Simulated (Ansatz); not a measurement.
# ScCu (Pm-3m): phonons along a line and the smearing

Aim: see how the phonons of ScCu (Pm-3m) along the first symmetry line respond to the electronic smearing.

Method: DFT PBEsol, scalar-relativistic, plane waves, PAW; PAW set soft_1, in Ansatz 0.2.0.

### Step 1. Set-up

Symmetry: Pm-3m, No. 221, cubic system. The conventional cell has a = 3.256 Å, b = 3.256 Å, c = 3.256 Å, α = 90.00°, β = 90.00°, γ = 90.00°. Nearest to Sc lie 8 Cu at 2.82 Å. Nearest to Cu lie 8 Sc at 2.82 Å. Farther neighbours are not listed.

### Step 2. Relaxing cell and atoms

The structure is brought to rest under this functional.

Contents of input.yaml:

```yaml
crystal:
  lattice:
    - [3.256, 0.0, 0.0]
    - [0.0, 3.256, 0.0]
    - [0.0, 0.0, 3.256]
  atoms:
    - { symbol: Sc, position: [0.5, 0.5, 0.5] }
    - { symbol: Cu, position: [0.0, 0.0, 0.0] }
kpoints:
  mp_grid: { grid: [10, 10, 10] }
hamiltonian:
  xc: pbesol
  pseudopotentials: { kind: paw, azcp: { folder: soft_1 }, xc_functional: pbe }
scf:
  occupations: { method: gaussian, width: 0.1 }
output:
  forces: true
  stress: true
  eigenvalues: true
  write_density: true
  write_potential: true
  elf: true
  volumetric_format: npy
relax:
  adjacent_minimum: "off"
  f_tol: 0.005
  max_steps: 80
  cell: { stress_tol: 0.05 }
```

Started as:

```console
$ ansatz run input.yaml --threads 4 --pin off --max-ram 12288MiB --backend cpu --events-out ev --progress --plain --runs-dir out
```

Numbers of over 12 decimals in the logs are rounded to 6 here.

The log of the run:

```text
[the first part of the log is left out]
  E_xc         = -154.337206
  E_vxc        = -194.847336  (∫ρ·V_xc dr)
  E_paw        = -2744.511928  (= ΣΔE_a)
  E_vpaw       = -910.841804  (= ΣTr[D̂ρ^β])
  E_aug_tail   = 0.000974  (compensation charges beyond the density's cutoff)
  E_ewald      = -3818.279078
  E_core_change = 0.335228  (= ΣΔE_core)
  E_smearing   = -0.006437  (= −TS)
  E_closure    = -0.000000  (closes the sum)
  Σ components = -8700.690462   (vs F -8700.690462, Δ=0.00e0)
--- Forces (eV/Å), atoms counted from 1 ---
  atom   1  Sc    -0.00000000    -0.00000000    -0.00000000
  atom   2  Cu     0.00000000    -0.00000000     0.00000000
  max |Σ_I F_I| component: 4.83e-30 eV/Å
--- Stress (GPa, compression-positive) ---
       -0.006839      -0.000000       0.000000
       -0.000000      -0.006839      -0.000000
        0.000000      -0.000000      -0.006839
  P = ⅓ Tr σ = -0.0068 GPa (-0.068 kbar)
--- Band table (eV; the first three rows and the last of 56) ---
  k-point 0: bands = ["-99.8499", "-57.3575", "-57.3575", "-57.3575", "-36.4634", "-15.0603", "-15.0603", "-15.0603", "5.6223", "8.9268", "8.9268", "9.8521", "9.8521", "9.8521", "13.4481", "13.4481", "16.2462", "16.2462", "16.2462"]
  k-point 1: bands = ["-99.8500", "-57.3578", "-57.3575", "-57.3575", "-36.4609", "-15.0872", "-15.0582", "-15.0582", "5.7911", "8.9657", "8.9751", "9.8404", "9.8404", "9.8622", "13.4259", "13.4371", "15.9576", "15.9576", "16.2366"]
  k-point 2: bands = ["-99.8499", "-57.3586", "-57.3575", "-57.3575", "-36.4542", "-15.1569", "-15.0525", "-15.0525", "6.2818", "9.0710", "9.1002", "9.8105", "9.8105", "9.8887", "13.2623", "13.3644", "15.3774", "15.3774", "16.2113"]
  k-point 55: bands = ["-99.8497", "-57.3601", "-57.3601", "-57.3601", "-36.3871", "-15.2615", "-15.2615", "-15.2615", "9.3651", "9.3651", "9.3651", "10.2305", "10.2305", "11.3481", "11.3481", "11.3481", "16.1383", "17.0107", "17.0107"]
--- Relaxed structure (4 steps of the walk, 4 accepted, 1 SCFs on fresh bases) ---
  F+E_penalty+E_count = -8700.69046215 eV   max|allowed force component| = 2.317e-30 eV/Å   (the final SCF, on the basis selected at the relaxed cell)
  cell:  # Å, volume = 33.1012 Å³
    - [3.210808, 0, 0]
    - [0, 3.210808, 0]
    - [0, 0, 3.210808]
  atoms:
    - { symbol: Sc, position: [0.5, 0.5, 0.5] }
    - { symbol: Cu, position: [0, 0, 0] }
```

The job ended after 3.2 s (4 threads of Arm Neoverse V2, shared host; peak memory 0.36 GiB).

Step by step:

```
step  energy less that of the first step (eV)  largest force component (eV/Å)  pressure (GPa)  volume (Å³)
   1                                   0.0000                          0.0000           -3.79        34.52
   2                                  -0.0103                          0.0000            2.81        32.22
   3                                  -0.0176                          0.0000           -0.18        33.16
   4                                  -0.0177                          0.0000           -0.01        33.10
   5                                  -0.0174                          0.0000           -0.01        33.10
```

The log counts 1 steps on a newly chosen plane-wave basis, not all of them marked here; energy and pressure can jump at such steps.

```
conventional cell, symmetrised  before  after  change
                         a (Å)   3.256  3.211  -1.4 %
                         b (Å)   3.256  3.211  -1.4 %
                         c (Å)   3.256  3.211  -1.4 %
              volume (Å³/atom)   17.26  16.55  -4.1 %
```

Final coordinates:

```xyz
2
Lattice="3.2108 0.0000 0.0000 0.0000 3.2108 0.0000 0.0000 0.0000 3.2108" Properties=species:S:1:pos:R:3 pbc="T T T"
Sc    1.6054    1.6054    1.6054
Cu    0.0000    0.0000    0.0000
```

Numbers from this step:

```
pressure          : -0.006839 GPa
volume per atom   : 16.55 Å³/atom
metallic on mesh  : yes
gap on the k-mesh : 0 eV
```

ELF in the ac plane at fractional y = 0.500, with atoms of Sc within 0.2 Å of it. It is the smooth field of the valence electrons, not physical close to the nuclei.

Values, 14 rows by 14 columns, each cell a mean:
```
0.43 0.43 0.43 0.39 0.29 0.17 0.11 0.09 0.11 0.20 0.31 0.40 0.43 0.43
0.44 0.43 0.38 0.28 0.16 0.09 0.07 0.07 0.08 0.10 0.18 0.30 0.39 0.43
0.43 0.38 0.28 0.16 0.11 0.16 0.23 0.25 0.22 0.15 0.12 0.18 0.30 0.40
0.37 0.29 0.17 0.12 0.23 0.45 0.55 0.57 0.55 0.41 0.20 0.12 0.18 0.31
0.26 0.18 0.10 0.17 0.47 0.67 0.65 0.62 0.66 0.65 0.41 0.15 0.10 0.20
0.17 0.10 0.08 0.26 0.60 0.63 0.41 0.28 0.45 0.66 0.55 0.22 0.08 0.11
0.14 0.08 0.08 0.30 0.62 0.56 0.24 0.09 0.28 0.62 0.57 0.25 0.07 0.09
0.16 0.10 0.08 0.27 0.61 0.62 0.37 0.24 0.41 0.65 0.55 0.23 0.07 0.11
0.23 0.16 0.09 0.19 0.52 0.68 0.62 0.56 0.63 0.67 0.45 0.16 0.09 0.17
0.35 0.27 0.15 0.12 0.27 0.52 0.61 0.62 0.60 0.47 0.23 0.11 0.16 0.29
0.42 0.37 0.26 0.15 0.12 0.19 0.27 0.30 0.26 0.17 0.12 0.16 0.28 0.39
0.44 0.42 0.37 0.26 0.15 0.09 0.08 0.08 0.08 0.10 0.17 0.28 0.38 0.43
0.43 0.43 0.42 0.37 0.27 0.16 0.10 0.08 0.10 0.18 0.29 0.38 0.43 0.43
0.43 0.43 0.44 0.42 0.35 0.23 0.16 0.14 0.17 0.26 0.37 0.43 0.44 0.43
```
Columns run along a (3.2 Å), rows up along c (3.2 Å). Atoms in or near the plane, at fractional coordinates: Sc at (0.50, 0.50).

Valence density in the ac plane at fractional y = 0.500, with atoms of Sc within 0.2 Å of it. It is the smooth field of the valence electrons, not physical close to the nuclei.

Values in e/Å³, 14 rows by 14 columns, each cell a mean:
```
0.2 0.2 0.2 0.2 0.1 0.1 0.1 0.1 0.1 0.1 0.1 0.2 0.2 0.2
0.2 0.2 0.2 0.2 0.2 0.2 0.2 0.2 0.2 0.2 0.2 0.2 0.2 0.2
0.2 0.2 0.2 0.2 0.2 0.3 0.4 0.5 0.4 0.3 0.2 0.2 0.2 0.2
0.1 0.1 0.2 0.2 0.4 0.9 1.5 1.7 1.4 0.7 0.3 0.2 0.2 0.1
0.1 0.1 0.2 0.3 0.9 2.5 4.0 4.6 3.8 2.1 0.7 0.3 0.2 0.1
0.1 0.1 0.2 0.5 1.7 4.5 6.8 7.5 6.6 3.8 1.4 0.4 0.2 0.1
0.1 0.1 0.2 0.5 2.1 5.3 7.8 8.5 7.5 4.6 1.7 0.5 0.2 0.1
0.1 0.1 0.2 0.5 1.8 4.7 7.0 7.8 6.8 4.0 1.5 0.4 0.2 0.1
0.1 0.1 0.2 0.3 1.1 2.9 4.7 5.3 4.5 2.5 0.9 0.3 0.2 0.1
0.1 0.1 0.2 0.2 0.5 1.1 1.8 2.1 1.7 0.9 0.4 0.2 0.2 0.1
0.2 0.2 0.2 0.2 0.2 0.3 0.5 0.5 0.5 0.3 0.2 0.2 0.2 0.2
0.2 0.2 0.2 0.2 0.2 0.2 0.2 0.2 0.2 0.2 0.2 0.2 0.2 0.2
0.2 0.2 0.2 0.2 0.1 0.1 0.1 0.1 0.1 0.1 0.1 0.2 0.2 0.2
0.2 0.2 0.2 0.2 0.1 0.1 0.1 0.1 0.1 0.1 0.1 0.2 0.2 0.2
```
Columns run along a (3.2 Å), rows up along c (3.2 Å). Atoms in or near the plane, at fractional coordinates: Sc at (0.50, 0.50).

Electrostatic potential energy in the ac plane at fractional y = 0.500, with atoms of Sc within 0.2 Å of it. With pseudopotentials it is smooth inside the atoms' cores, unlike the true potential.

Ten even steps from '0' (-45 eV) to '9' (16 eV):
```
99999999999999999
99999999889999999
99999988888899999
99998876666788999
99998754334578999
99987542112457899
99986420000246899
99886310000136889
99886310000136889
99986420000246899
99987542112457899
99998754334578999
99998876666788999
99999988888899999
99999999889999999
99999999999999999
99999999999999999
```
Columns run along a (3.2 Å; values clipped at the 3rd and 97th percentile), rows up along c (3.2 Å). Atoms in or near the plane, at fractional coordinates: Sc at (0.50, 0.50).

The largest force is now zero by symmetry and the largest stress component 0.0068 GPa, small enough for phonons.

### Step 3. Phonons along a line: Fermi–Dirac smearing of 0.1 eV

Each wavevector is solved by itself, so no interpolation smooths a dip of the branch.

Contents of input.yaml:

```yaml
crystal:
  lattice:
    - [3.2108082147, 0.0, 0.0]
    - [0.0, 3.2108082147, 0.0]
    - [0.0, 0.0, 3.2108082147]
  atoms:
    - { symbol: Sc, position: [0.5, 0.5, 0.5] }
    - { symbol: Cu, position: [0.0, 0.0, 0.0] }
kpoints:
  mp_grid: { grid: [16, 16, 16] }
hamiltonian:
  xc: pbesol
  pseudopotentials: { kind: paw, azcp: { folder: soft_1 }, xc_functional: pbe }
scf:
  occupations: { method: fermi_dirac, width: 0.1 }
output:
  eigenvalues: true
phonons:
  method: dfpt
  qpoints:
    - [0, 0, 0]
    - [0.0, 0.0625, 0.0]
    - [0.0, 0.1875, 0.0]
    - [0.0, 0.3125, 0.0]
    - [0.0, 0.4375, 0.0]
```

The log of the run:

```text
[...]
Crystal: 2 atoms, lattice volume = 33.101 Å³
Basis set: ecut = 420 eV, 619 PW (Γ), exchange–correlation on 48×48×48 points (8 copies of the dense FFT grid, shifted against one another)
Bands: 19, of which v1, the nominal top of the filled ones, is band 15 counted from 1 (14 counted from 0)
Symmetry: 48 space group operations
k-points: 165 of 4096
[...]
SCF iter   1: F=—  HF=-8710.618900 eV  |F-HF|=—  |Δ(HF+E_count)|=         —  Δρ=9.58e-1  dr2=2.57e2  ethr=3.10e-3  ⟨swp⟩=4.5  Hψ=24757  notcnv=0
automatic band count: the SCF goes on with 23 bands, as 19 were too few: they end inside the smearing window of the response
[...]
SCF iter   2: F=—  HF=-8704.325167 eV  |F-HF|=—  |Δ(HF+E_count)|=    6.29e0  Δρ=5.23e-1  dr2=8.02e1  ethr=3.10e-3  ⟨swp⟩=2.2  Hψ=8695  notcnv=0  defer=16
[...]
SCF iter  13: F=-8700.714796 eV  HF=-8700.714796 eV  |F-HF|=1.82e-12  |Δ(HF+E_count)|=  2.55e-11  Δρ=4.98e-8  dr2=1.17e-12  ethr=1.00e-12  ⟨swp⟩=5.5  Hψ=14933  notcnv=0
SCF 1 converged in 13 iterations: F = -8700.714796 eV  dr2 = 1.17e-12
[...]
NSCF: frozen V_eff on 165 k-points
WARN: eigensolver did not converge (k=82): 1 band(s) unlocked after 20 sweeps at ethr=1.09e-12 eV (storage-precision floor; scheduled 1.00e-12 eV) (lowest unlocked band 22, counted from 0; max residual 2.59e-6 eV among the unlocked bands, 2.59e-6 eV over every band; other slots of this pass that fall short are told together in one closing line; warning suppressed until the next SCF loop or pass starts)
WARN: eigensolver did not converge in 2 slots of this pass, the one above among them; of largest residual over every band (k=82): 1 band(s) unlocked (lowest unlocked band 22, counted from 0; max residual 2.59e-6 eV among the unlocked bands, 2.59e-6 eV over every band); of lowest unlocked band (k=82): band 22
[...]
DFPT response loops at q = (0, 0, 0) (fractional): preconditioner auto → Kerker (q_TF=auto, 2.684 Å⁻¹) (partly filled bands, converged f_vac=0.000); β = 1.00, the filter's whole step (`scf.mixing.beta` (0.50) is not read by the response loops under this deck's `scf.mixing.preconditioner`; to damp them name `kerker` or `kerker_dos`, under which they read `scf.mixing.beta`, and type it under 1.00, their step now; both keys bind the ground state too); Broyden in place of MSR1
[...]
SCF converged after 13 iterations
Free energy (F): -8700.714796 eV
[...]
Internal energy: -8700.667799 eV  (E = F + TS)
E sigma→0 (E₀):  -8700.691297 eV
Entropy (-TS):   -0.046997 eV (-23.499 meV/atom)
Fermi energy:    12.879703 eV
[...]
--- Band table (eV; the first three rows and the last of 165) ---
  k-point 0: bands = [... 11 lower, 9.8419, 9.8419, 9.8419, 13.4482, 13.4482, 16.2485, 16.2485, 16.2485, ... 4 higher]
  k-point 1: bands = [... 11 lower, 9.8372, 9.8372, 9.8459, 13.4395, 13.4466, 16.1266, 16.1266, 16.2447, ... 4 higher]
  k-point 2: bands = [... 11 lower, 9.8241, 9.8241, 9.8573, 13.4143, 13.4206, 15.8250, 15.8250, 16.2339, ... 4 higher]
  k-point 164: bands = [... 11 lower, 10.2190, 10.2190, 11.3490, 11.3490, 11.3490, 16.1364, 17.0142, 17.0142, ... 4 higher]
--- Phonons (Γ-DFPT): 2 representative perturbations + reference (Σ response iterations 8) ---
  ASR residual: 4.179e-4 → 0.000e0 eV/Å²; symmetrization residual: 2.197e-6 eV/Å²
  ASR residual per site (eV/Å²): 4.18e-4 7.36e-5
  Γ frequencies (cm⁻¹): 0.00 0.00 0.00 193.66 193.66 193.66
  non-analytic LO–TO correction: not included (Born effective charges unavailable; polar crystals: no LO–TO splitting at Γ)
--- Phonons (arbitrary-q DFPT): 5 explicit q-points ---
  q = [0, 0, 0] (of the zone-centre solve; hermiticity 1.21e-6, symmetrization 4.95e-12): 0.00 0.00 0.00 193.66 193.66 193.66
  q = [0, 0.0625, 0] (4 solved perturbations in 4032 linear systems a pass and spin channel, the states on 1296 of 4096 k-point pairs; hermiticity 8.69e-7, symmetrization 2.53e-12): 20.31 20.31 32.73 193.01 193.01 194.63
[...]
sum rule: each row above includes the acoustic sum rule's correction from the zone centre's row sums; it moved no ω² by more than (1.59 cm⁻¹)²
```

Wall time 4.1 min (4 threads); peak memory 2.3 GiB.

Each wavevector solved by linear response. Table of frequency by |q| along the line:

```
|q| along the line (Å⁻¹)  mode 1 (cm⁻¹)  mode 2 (cm⁻¹)  mode 3 (cm⁻¹)  mode 4 = mode 5 (cm⁻¹)  mode 6 (cm⁻¹)
                   0.000              0              0              0                     194            194
                   0.122           20.3           20.3           32.7                     193            195
                   0.367           60.5           60.5           86.8                     187            204
                   0.612           96.2           96.2            109                     175            225
                   0.856            107            124            124                     157            242
```

### Step 4. Phonons along a line: Fermi–Dirac smearing of 0.25 eV

The smearing blurs the Fermi surface that screens the phonons; a Fermi–Dirac width is an electronic temperature.

Edit input.yaml of step 3 so:

```diff
@@ -14,3 +14,3 @@
 scf:
-  occupations: { method: fermi_dirac, width: 0.1 }
+  occupations: { method: fermi_dirac, width: 0.25 }
 output:
```

Wider smearing eases the sum over k-points of a metal but moves the result away from its zero-temperature value.

The log of the run:

```text
band count auto-derived: 20 (N_el = 30.0; filled up to band 15; 19 by the electrons, moments and atoms)
[...]
Crystal: 2 atoms, lattice volume = 33.101 Å³
Basis set: ecut = 420 eV, 619 PW (Γ), exchange–correlation on 48×48×48 points (8 copies of the dense FFT grid, shifted against one another)
Bands: 20, of which v1, the nominal top of the filled ones, is band 15 counted from 1 (14 counted from 0)
Symmetry: 48 space group operations
k-points: 165 of 4096
[...]
SCF iter   1: F=—  HF=-8711.072996 eV  |F-HF|=—  |Δ(HF+E_count)|=         —  Δρ=9.51e-1  dr2=2.53e2  ethr=3.10e-3  ⟨swp⟩=4.7  Hψ=26286  notcnv=0
[...]
SCF iter  13: F=-8700.852514 eV  HF=-8700.852514 eV  |F-HF|=0.00e0  |Δ(HF+E_count)|=  1.82e-12  Δρ=5.66e-8  dr2=5.81e-13  ethr=1.00e-12  ⟨swp⟩=6.6  Hψ=14338  notcnv=0
SCF 1 converged in 13 iterations: F = -8700.852514 eV  dr2 = 5.81e-13
[...]
SCF converged after 13 iterations
Free energy (F): -8700.852514 eV
[...]
Internal energy: -8700.517903 eV  (E = F + TS)
E sigma→0 (E₀):  -8700.685208 eV
Entropy (-TS):   -0.334611 eV (-167.306 meV/atom)
Fermi energy:    12.846166 eV
[...]
--- Band table (eV; the first three rows and the last of 165) ---
  k-point 0: bands = [... 11 lower, 9.8226, 9.8226, 9.8226, 13.4859, 13.4859, 16.3169, 16.3169, 16.3169, ... 6 higher]
  k-point 1: bands = [... 11 lower, 9.8179, 9.8179, 9.8265, 13.4776, 13.4835, 16.1925, 16.1925, 16.3132, ... 6 higher]
  k-point 2: bands = [... 11 lower, 9.8046, 9.8046, 9.8377, 13.4532, 13.4548, 15.8862, 15.8862, 16.3026, ... 6 higher]
  k-point 164: bands = [... 11 lower, 10.1975, 10.1975, 11.3698, 11.3698, 11.3698, 16.1146, 17.0888, 17.0888, ... 6 higher]
[...]
ASR residual: 4.071e-3 → 0.000e0 eV/Å²; symmetrization residual: 1.404e-6 eV/Å²
  ASR residual per site (eV/Å²): 4.07e-3 8.89e-4
  Γ frequencies (cm⁻¹): 0.00 0.00 0.00 195.40 195.40 195.40
[...]
--- Phonons (arbitrary-q DFPT): 5 explicit q-points ---
[...]
```

The job ended after 4.5 min (4 threads; peak memory 2.4 GiB).

Each wavevector solved by linear response. The frequency by |q| along the line:

```
|q| along the line (Å⁻¹)  mode 1 (cm⁻¹)  mode 2 (cm⁻¹)  mode 3 (cm⁻¹)  mode 4 = mode 5 (cm⁻¹)  mode 6 (cm⁻¹)
                   0.000              0              0              0                     195            195
                   0.122           20.3           20.3           32.0                     195            196
                   0.367           60.0           60.0           84.8                     188            203
                   0.612           95.9           95.9            106                     175            224
                   0.856            105            125            125                     158            243
```

Against step 3 (now smearing width 0.25 eV), the free energy moves by -68.9 meV an atom.

### Step 5. Wavevectors along a line: Fermi–Dirac smearing of 0.04 eV

Each wavevector is solved by itself, so no interpolation smooths a dip of the branch.

Edit input.yaml of step 4 so:

```diff
@@ -14,3 +14,3 @@
 scf:
-  occupations: { method: fermi_dirac, width: 0.25 }
+  occupations: { method: fermi_dirac, width: 0.04 }
 output:
```

Narrower smearing comes nearer the zero-temperature value but asks more of the mesh.

The log of the run:

```text
[...]
Crystal: 2 atoms, lattice volume = 33.101 Å³
Basis set: ecut = 420 eV, 619 PW (Γ), exchange–correlation on 48×48×48 points (8 copies of the dense FFT grid, shifted against one another)
Bands: 19, of which v1, the nominal top of the filled ones, is band 15 counted from 1 (14 counted from 0)
Symmetry: 48 space group operations
k-points: 165 of 4096
[...]
SCF iter   1: F=—  HF=-8710.523133 eV  |F-HF|=—  |Δ(HF+E_count)|=         —  Δρ=9.67e-1  dr2=2.62e2  ethr=3.10e-3  ⟨swp⟩=3.2  Hψ=11479  notcnv=0
[...]
SCF iter  14: F=-8700.696806 eV  HF=-8700.696806 eV  |F-HF|=5.46e-12  |Δ(HF+E_count)|=  1.27e-11  Δρ=1.56e-7  dr2=3.88e-12  ethr=1.00e-12  ⟨swp⟩=4.3  Hψ=11408  notcnv=0
SCF 1 converged in 14 iterations: F = -8700.696806 eV  dr2 = 3.88e-12
[...]
SCF converged after 14 iterations
Free energy (F): -8700.696806 eV
[...]
Internal energy: -8700.691201 eV  (E = F + TS)
E sigma→0 (E₀):  -8700.694004 eV
Entropy (-TS):   -0.005605 eV (-2.803 meV/atom)
Fermi energy:    12.885616 eV
[...]
--- Band table (eV; the first three rows and the last of 165) ---
  k-point 0: bands = [... 11 lower, 9.8451, 9.8451, 9.8451, 13.4447, 13.4447, 16.2415, 16.2415, 16.2415]
  k-point 1: bands = [... 11 lower, 9.8405, 9.8405, 9.8491, 13.4359, 13.4431, 16.1199, 16.1199, 16.2377]
  k-point 2: bands = [... 11 lower, 9.8273, 9.8273, 9.8606, 13.4106, 13.4174, 15.8188, 15.8188, 16.2268]
  k-point 164: bands = [... 11 lower, 10.2225, 10.2225, 11.3468, 11.3468, 11.3468, 16.1390, 17.0066, 17.0066]
[...]
ASR residual: 2.602e-4 → 0.000e0 eV/Å²; symmetrization residual: 1.282e-6 eV/Å²
  ASR residual per site (eV/Å²): 2.60e-4 3.10e-5
  Γ frequencies (cm⁻¹): 0.00 0.00 0.00 193.37 193.37 193.37
[...]
--- Phonons (arbitrary-q DFPT): 5 explicit q-points ---
[...]
```

Elapsed: 3.9 min, on 4 threads; peak memory 2.2 GiB; 15 min of CPU time.

(Part 1 of 2 ends here.)

[Logs are printed without paths, hosts, clocks, repeated set-up lines and the standing remarks that a program may print on its own settings, such as how far it seeks lower states.]

[Hosts, paths, dates, database ids (printed as entryN), source tags and the programs' standing remarks are cut or masked in the printed files.]
